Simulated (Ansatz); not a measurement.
# Decaying states in the gap of Na4MgZnSe4, part 2 of 3

Aim: relax a made-up compound, Na4MgZnSe4, and see how good a tunnel barrier it would be. It is built by putting Mg for part of the Zn in the Na2ZnSe2 structure of space group Ibam, with the volume rescaled by atomic radii. The parent structure comes from the Materials Project.

Ansatz 0.2.0; LDA DFT, plane waves, PAW files (the session's first sound run).

So far. Step 2 (Relaxing the new crystal): The largest force component on a free atom ends at 0.0069 eV/Å.

The structure was built from a prototype and need not be the compound's stable phase.

**3. The bulk crystal and its band edges**

The energy window and the wavevectors of the next steps follow from the band edges, so these are searched first, off the mesh as well.

Input file input.yaml:

```yaml
crystal:
  lattice:
    - [-3.3628560723, 5.651135457, 3.0133517902]
    - [3.3628560723, -5.651135457, 3.0133517902]
    - [3.3628560723, 5.651135457, -3.0133517902]
  atoms:
    - { symbol: Na, position: [0.1285955846, 0.3431292199, 0.4921941538] }
    - { symbol: Na, position: [0.8509350661, 0.6364014307, 0.5078058462] }
    - { symbol: Na, position: [0.3714044154, 0.8635985693, 0.2145336354] }
    - { symbol: Na, position: [0.6490649339, 0.1568707801, 0.7854663646] }
    - { symbol: Mg, position: [0.25, 0.25, 0.0] }
    - { symbol: Zn, position: [0.75, 0.75, 0.0] }
    - { symbol: Se, position: [0.6249375647, 0.7309141798, 0.3370451335] }
    - { symbol: Se, position: [0.3938690462, 0.2878924312, 0.6629548665] }
    - { symbol: Se, position: [0.8750624353, 0.2121075688, 0.105976615] }
    - { symbol: Se, position: [0.1061309538, 0.7690858202, 0.894023385] }
kpoints:
  mp_grid: { grid: [6, 6, 6] }
  band_path: { path: [VBM, CBM], npoints: 30 }
scf:
  occupations: { method: fixed }
hamiltonian:
  xc: lda
output:
  eigenvalues: true
  write_potential: true
  write_density: true
  volumetric_format: npy
  elf: true
```

Started as:

```sh
$ ansatz run input.yaml --threads 2 --pin off --max-ram 4096MiB --backend cpu --events-out ev --progress --plain --runs-dir out
```

Numbers of over 12 decimals in the logs are rounded to 6 here.

The program printed:

```text
[...]
Crystal: 10 atoms, lattice volume = 229.062 Å³
Basis set: ecut = 420 eV, 4455 PW (Γ)
Bands: 74, of which v1, the nominal top of the filled ones, is band 61 counted from 1 (60 counted from 0)
Symmetry: 4 space group operations
[...]
k-points: 46 of 216 (time reversal used)
[...]
SCF iter   1: F=—  HF=-32557.670925 eV  |F-HF|=—  |Δ(HF+E_count)|=         —  Δρ=6.32e-3  dr2=4.67e-2  ethr=1.77e-3  ⟨swp⟩=5.0  Hψ=10246  notcnv=0  defer=482
[...]
SCF iter   8: F=-32557.644962 eV  HF=-32557.644962 eV  |F-HF|=1.99e-9  |Δ(HF+E_count)|=   4.37e-8  Δρ=2.20e-6  dr2=1.13e-8  ethr=8.20e-11  ⟨swp⟩=10.4  Hψ=14482  notcnv=0
SCF 1 converged in 8 iterations: F = -32557.644962 eV  dr2 = 1.13e-8
[...]
NSCF: frozen V_eff on 46 k-points
[...]
SCF converged after 8 iterations
Free energy (F): -32557.644962 eV
[...]
Internal energy: -32557.644962 eV  (E = F + TS)
E sigma→0 (E₀):  -32557.644962 eV
Fermi energy:    4.639236 eV
[...]
--- Band table (eV; the first three rows and the last of 46) ---
  k-point 0: bands = [... 57 lower, 3.8779, 4.3883, 4.5613, 4.6392, 6.5895, 7.8508, 8.3732, 9.9274, ... 9 higher]
  k-point 1: bands = [... 57 lower, 3.9480, 4.0002, 4.4923, 4.5588, 7.1209, 8.0903, 8.5974, 9.4317, ... 9 higher]
  k-point 2: bands = [... 57 lower, 3.5429, 4.1304, 4.3233, 4.4107, 8.0383, 8.6789, 8.7973, 9.3393, ... 9 higher]
  k-point 45: bands = [... 57 lower, 3.6789, 4.0984, 4.1136, 4.2537, 8.0240, 8.0927, 8.1422, 8.8876, ... 9 higher]
```

Elapsed: 2 min, on 2 threads of Arm Neoverse V1, shared host; peak memory 0.98 GiB.

In the SCF lines HF is the Harris–Foulkes energy and dr2 the Hartree energy of the density residual, in eV; the loop may stop once dr2 is under the threshold and the program's other checks hold. Hψ counts applications of the Hamiltonian.

This step gave:

- Fermi energy: 4.639 eV
- gap on the k-mesh: 1.950 eV
- gap on path: 1.950 eV, by band count; negative where bands overlap
- direct gap on path: 1.950 eV
- edge places on path: 0, 0 1/A along the path

Levels at VBM (eV): -6.22, -6.16, -6.14, -6.12, -6.09, -4.17, -2.72, -2.58, -1.97, -1.94, -1.77, -1.74, -1.63, -0.76, -0.25, -0.08, 0.00, 1.95, 3.21, 3.73, 5.29, 5.34, 6.25, 6.36, 6.40, 6.53, 6.70, 7.00, 7.79.

Electrostatic potential energy in the bc plane of the conventional cell at fractional x = 0.240, with atoms of Na and Se within 0.2 Å of it. With pseudopotentials it is smooth inside the atoms' cores, unlike the true potential.

Values in eV, 13 rows by 16 columns, each cell a mean:
```
  7   7   7   7   5   3   3   6   8   8   4  -5  -7  -7   0   6
  9   8   7   3 -16 -38 -35  -7   6   6  -6 -10  -2  -7 -11   5
  9   9   8   6  -1 -13 -10   2   7   8   6  -1  -4  -3   4   8
  8   9   8   5   2   3   7   9   9   9   9   7   4   0   1   5
  5   6  -4 -11  -5  -9  -8   6   9   9   7   3 -18 -42 -38  -9
  7   8  -1  -9  -8  -9  -6   5   7   8   7   6   1  -9  -6   3
  8   8   7   6   5   6   7   6   6   6   4   2   3   6   8   9
  4  -9 -19 -11   3   7   8   8   7  -2 -11  -6  -8  -9   5   7
  1 -24 -38 -27   0   6   8   9   8   1 -10  -8  -9  -6   6   7
  8   6   4   5   7   8   9   9   9   7   6   5   6   8   9   9
  9   5  -5  -7  -6   0   7   7   3 -12 -24 -14   3   7   9   9
  7  -4 -11  -3  -6 -12   4   7   2 -19 -33 -22   1   6   8   8
  6   5  -1  -4  -3   3   8   9   8   6   5   6   7   7   7   7
```
Columns run along b (6.7 Å; values clipped at the 3rd and 97th percentile), rows up along c (11.3 Å), edges of the conventional cell, whose origin can differ from the input's. Atoms in or near the plane, at fractional coordinates: Na at (0.15, 0.36), Na at (0.85, 0.64), Na at (0.65, 0.14), Na at (0.35, 0.86), Se at (0.78, 0.88), Se at (0.22, 0.12), Se at (0.28, 0.62), Se at (0.72, 0.38).

Valence density in the bc plane of the conventional cell at fractional x = 0.240, with atoms of Na and Se within 0.2 Å of it. It is the smooth field of the valence electrons, not physical close to the nuclei.

Ten steps, logarithmic in the rise over the least value, from '0' (0 e/Å³) to '9' (26 e/Å³), each cell a mean:
```
0000000000001122211
0000012210012466421
0000157740012699631
0000158851012477521
0000024410001223210
0000000000000011000
0000111100000000100
0012343210000025651
0024797420000037973
0024898421000025651
0012454211000000100
0001111110000100000
0000000000112221100
0122100000124664210
1477510000136996210
1588510000125774210
0244200000012322100
0000000000000110000
0011110000001000000
0123432100156510000
0247973100378730000
1248974200156510000
1124542100001000000
0111111000000000000
```
Columns run along b (6.7 Å), rows up along c (11.3 Å), edges of the conventional cell, whose origin can differ from the input's. Atoms in or near the plane, at fractional coordinates: Na at (0.15, 0.36), Na at (0.85, 0.64), Na at (0.65, 0.14), Na at (0.35, 0.86), Se at (0.78, 0.88), Se at (0.22, 0.12), Se at (0.28, 0.62), Se at (0.72, 0.38).

ELF in the bc plane of the conventional cell at fractional x = 0.240, with atoms of Na and Se within 0.2 Å of it. It is the smooth field of the valence electrons, not physical close to the nuclei.

Values, 13 rows by 16 columns, each cell a mean:
```
0.27 0.20 0.25 0.25 0.22 0.22 0.16 0.05 0.18 0.60 0.78 0.78 0.70 0.71 0.68 0.51
0.42 0.14 0.03 0.09 0.49 0.47 0.52 0.35 0.12 0.65 0.81 0.66 0.34 0.51 0.76 0.70
0.25 0.07 0.05 0.08 0.24 0.34 0.33 0.16 0.06 0.38 0.68 0.77 0.78 0.79 0.74 0.58
0.06 0.26 0.54 0.67 0.68 0.64 0.56 0.40 0.15 0.06 0.14 0.20 0.23 0.28 0.23 0.10
0.10 0.60 0.80 0.70 0.46 0.60 0.77 0.70 0.41 0.12 0.02 0.10 0.53 0.44 0.50 0.38
0.18 0.68 0.82 0.74 0.55 0.61 0.71 0.58 0.32 0.17 0.13 0.11 0.20 0.31 0.29 0.12
0.08 0.23 0.39 0.49 0.56 0.53 0.41 0.28 0.27 0.42 0.58 0.65 0.64 0.58 0.43 0.19
0.10 0.33 0.39 0.35 0.12 0.07 0.12 0.25 0.53 0.71 0.64 0.43 0.59 0.80 0.79 0.38
0.16 0.51 0.43 0.52 0.24 0.02 0.05 0.24 0.60 0.77 0.75 0.60 0.67 0.79 0.71 0.24
0.09 0.20 0.29 0.31 0.33 0.29 0.13 0.07 0.20 0.37 0.47 0.53 0.57 0.50 0.28 0.09
0.53 0.75 0.80 0.76 0.77 0.77 0.61 0.18 0.10 0.38 0.41 0.40 0.14 0.03 0.05 0.19
0.60 0.74 0.64 0.34 0.52 0.79 0.78 0.34 0.14 0.47 0.45 0.48 0.20 0.03 0.09 0.28
0.34 0.56 0.69 0.72 0.75 0.75 0.63 0.30 0.06 0.11 0.22 0.29 0.36 0.37 0.28 0.22
```
Columns run along b (6.7 Å), rows up along c (11.3 Å), edges of the conventional cell, whose origin can differ from the input's. Atoms in or near the plane, at fractional coordinates: Na at (0.15, 0.36), Na at (0.85, 0.64), Na at (0.65, 0.14), Na at (0.35, 0.86), Se at (0.78, 0.88), Se at (0.22, 0.12), Se at (0.28, 0.62), Se at (0.72, 0.38).

The searched edges give 1.95 eV, as on the mesh.

**4. Decaying states in the gap**

This step: LDA DFT, plane waves, PAW files; complex bands by layer matching along the plane's normal (Ansatz 0.2.0).

The same crystal is laid in a cell whose first two vectors span the (001) plane (indices of the standard conventional cell, whose axes can be ordered otherwise than in the bulk input). At fixed energy and wavevector in the plane the solver finds all kz, real and complex. A few wavevectors are listed, (0, 0) and (0.5, 0) in units of the plane's reciprocal vectors; the slowest state needn't be among them.

Input file input.yaml:

```yaml
crystal:
  lattice:
    - [6.725712145, 0.0, 0.0]
    - [0.0, 6.02670358, 0.0]
    - [3.362856072, 3.01335179, 5.651135457]
  atoms:
    - { symbol: Na, position: [0.4921941538, 0.1285955845, 0.7223394816] }
    - { symbol: Na, position: [0.5078058462, 0.8509350661, 0.2776605184] }
    - { symbol: Na, position: [0.2145336354, 0.3714044155, 0.2776605184] }
    - { symbol: Na, position: [0.7854663646, 0.6490649339, 0.7223394816] }
    - { symbol: Mg, position: [0.0, 0.25, 0.0] }
    - { symbol: Zn, position: [0.0, 0.75, 0.0] }
    - { symbol: Se, position: [0.3370451335, 0.6249375647, 0.7689314815] }
    - { symbol: Se, position: [0.6629548665, 0.3938690462, 0.2310685185] }
    - { symbol: Se, position: [0.105976615, 0.8750624353, 0.2310685185] }
    - { symbol: Se, position: [0.894023385, 0.1061309538, 0.7689314815] }
kpoints:
  mp_grid: { grid: [4, 4, 4] }
scf:
  occupations: { method: fixed }
hamiltonian:
  xc: lda
output:
  eigenvalues: true
  transmission:
    leads: [[0, 0]]
    kpoints: [[0.0, 0.0], [0.5, 0.0]]
    e_range: [-1.0, 2.95]
    de: 0.1
```

The program printed:

```text
[...]
Crystal: 10 atoms, lattice volume = 229.062 Å³
Basis set: ecut = 420 eV, 4455 PW (Γ)
Bands: 74, of which v1, the nominal top of the filled ones, is band 61 counted from 1 (60 counted from 0)
Symmetry: 4 space group operations
[...]
k-points: 18 of 64 (time reversal used)
[...]
SCF iter   1: F=—  HF=-32557.670255 eV  |F-HF|=—  |Δ(HF+E_count)|=         —  Δρ=6.32e-3  dr2=4.67e-2  ethr=1.77e-3  ⟨swp⟩=5.0  Hψ=4011  notcnv=0  defer=188
[...]
SCF iter   8: F=-32557.644296 eV  HF=-32557.644296 eV  |F-HF|=2.05e-9  |Δ(HF+E_count)|=   4.09e-8  Δρ=2.19e-6  dr2=1.12e-8  ethr=8.20e-11  ⟨swp⟩=10.6  Hψ=5686  notcnv=0
SCF 1 converged in 8 iterations: F = -32557.644296 eV  dr2 = 1.12e-8
[...]
transmission: 10 of 20 steps passed
transmission: 20 of 20 steps passed
SCF converged after 8 iterations
Free energy (F): -32557.644296 eV
[...]
Internal energy: -32557.644296 eV  (E = F + TS)
E sigma→0 (E₀):  -32557.644296 eV
Fermi energy:    4.639506 eV
[...]
--- Band table (eV; the first three rows and the last of 18) ---
  k-point 0: bands = [... 57 lower, 3.8781, 4.3885, 4.5616, 4.6395, 6.5896, 7.8508, 8.3733, 9.9275, ... 9 higher]
  k-point 1: bands = [... 57 lower, 3.8374, 4.0377, 4.2560, 4.4000, 7.6040, 8.3175, 8.4316, 8.7168, ... 9 higher]
  k-point 2: bands = [... 57 lower, 3.6791, 4.0986, 4.1138, 4.2539, 8.0241, 8.0928, 8.1423, 8.8877, ... 9 higher]
  k-point 17: bands = [... 57 lower, 3.9348, 3.9561, 4.2494, 4.3367, 8.0467, 8.6141, 8.7439, 8.8323, ... 9 higher]
--- Transmission ---
  basis      : 363 plane waves across, 10 finite elements along
  points     : 2, as listed
  energies   : 40 from -1.000000 to 2.900000 eV about the Fermi level, 0.100000 eV apart; the leads are filled to 0.975026 eV, and channels, transmission and decay are at 1.000000 eV
  crystal 0  : Na4Se4Mg1Zn1, at the sites [0, 0], period 5.6511 Å: whole cells are its period
    offset         : up to 0.0000 Å between an atom of the period and one for which it stands
    channels       : 0.000000e0 a spin
    conductance    : none, the energies end too early or step too widely for 300 K: set another output.transmission.e_range or a lower de, or, where they end at an eighth of basis.ecutwfc, a higher one
    slowest decay  : 0.1666 /Å at (0.0000, 0.0000)
```

Run time: 2.2 min. Hardware: 2 threads; peak memory 1.4 GiB; 3.8 min of CPU time.

This step gave:

| Property | Result |
| --- | --- |
| free energy | -32557.6443 eV |
| Fermi energy | 4.640 eV |
| level to which the leads are filled | 0.9750 eV from the Fermi level |
| decay constant at the filling level, zone centre | 0.1666 Å⁻¹ |
| decay constant at the filling level, slowest listed point | 0.1666 Å⁻¹ |

K parallel (0, 0); values up to 1.5 1/Å, a degenerate pair printed once or twice; energies at which all values exceed this have no row. The Im kz of the slowest decaying states by energy, zero at the highest filled level on the SCF mesh:

```
energy (eV)  decay 1 (Å⁻¹)  decay 2 (Å⁻¹)  decay 3 (Å⁻¹)  decay 4 (Å⁻¹)
      -1.00          0.220          0.227          0.302          0.311
      -0.70          0.166          0.209          0.290          0.306
      -0.40          0.283          0.352          0.390          0.498
      -0.20          0.154          0.207          0.314          0.374
       0.00        0.00638         0.0690          0.269          0.319
       0.10          0.101          0.161          0.288          0.345
       0.40          0.147          0.300          0.326          0.363
       0.70          0.165          0.344          0.372          0.373
       1.00          0.167          0.351          0.375          0.414
       1.20          0.160          0.351          0.373          0.404
       1.50          0.136          0.346          0.366          0.386
       1.80         0.0845          0.336          0.353          0.362
       2.10          0.324          0.327          0.335          0.348
       2.30          0.307          0.319          0.320          0.415
       2.60          0.269          0.272          0.288          0.401
       2.90          0.198          0.225          0.244          0.382
```

K parallel (0, 0). The Re kz of states that move upwards by energy, zero at the highest filled level on the SCF mesh:

```
energy (eV)  channel 1 (Å⁻¹)  channel 2 (Å⁻¹)  channel 3 (Å⁻¹)  channel 4 (Å⁻¹)
      -1.00           -0.346            0.463                -                -
      -0.80           -0.277                -                -                -
      -0.70           -0.248            0.165                -                -
      -0.50           -0.487           -0.190                -                -
      -0.40           -0.391           -0.300           -0.161            0.488
      -0.20           -0.250          -0.0923                -                -
      -0.10           -0.171          -0.0378                -                -
       0.00                -                -                -                -
       0.10                -                -                -                -
       0.20                -                -                -                -
       0.40                -                -                -                -
       0.60                -                -                -                -
       0.70                -                -                -                -
       0.90                -                -                -                -
       1.00                -                -                -                -
       1.20                -                -                -                -
       1.30                -                -                -                -
       1.50                -                -                -                -
       1.70                -                -                -                -
       1.80                -                -                -                -
       2.00           0.0511                -                -                -
       2.10           0.0903                -                -                -
       2.30            0.144                -                -                -
       2.40            0.166                -                -                -
       2.60            0.207                -                -                -
       2.70            0.227                -                -                -
       2.90            0.266                -                -                -
```

K parallel (0.5, 0); values up to 1.5 1/Å, a degenerate pair printed once or twice; energies at which all values exceed this have no row. The Im kz of the slowest decaying states by energy, zero at the highest filled level on the SCF mesh:

```
energy (eV)  decay 1 (Å⁻¹)  decay 2 (Å⁻¹)  decay 3 (Å⁻¹)  decay 4 (Å⁻¹)
      -1.00         0.0299          0.130          0.360          0.572
      -0.70         0.0443          0.158          0.336          0.525
      -0.40          0.187          0.382          0.985           1.46
      -0.20          0.183          0.252          0.349          0.418
       0.00          0.267          0.350          0.518          0.923
       0.10          0.292          0.369          0.538          0.906
       0.40          0.344          0.412          0.574          0.851
       0.70          0.377          0.444          0.596          0.785
       1.00          0.400          0.471          0.659           1.27
       1.20          0.410          0.486          0.635           1.25
       1.50          0.419          0.442          0.533          0.613
       1.80          0.406          0.428          0.535          0.597
       2.10          0.379          0.428          0.524          0.579
       2.30          0.359          0.426          0.513          0.564
       2.60          0.323          0.421          0.492          0.539
       2.90          0.280          0.412          0.464          0.509
```

At the listed wavevectors the last open channel is at -0.10 eV and the next at +2.00 eV on the grid. At +1.00 eV, the grid energy nearest the filling level (the middle of the gap on the SCF mesh), the slowest state at the listed wavevectors decays with κ = 0.167 Å⁻¹, its amplitude falling by e over 6.0 Å. Through 1 nm of this crystal that state's transmission falls by exp(−2 × 0.167 Å⁻¹ × 10 Å) = 0.036.

(Continued in part 3 of 3.)

[Logs are printed without paths, hosts, clocks, repeated set-up lines and the standing remarks that a program may print on its own settings, such as how far it seeks lower states.]

[Hosts, paths, dates, database ids (printed as entryN), source tags and the programs' standing remarks are cut or masked in the printed files.]
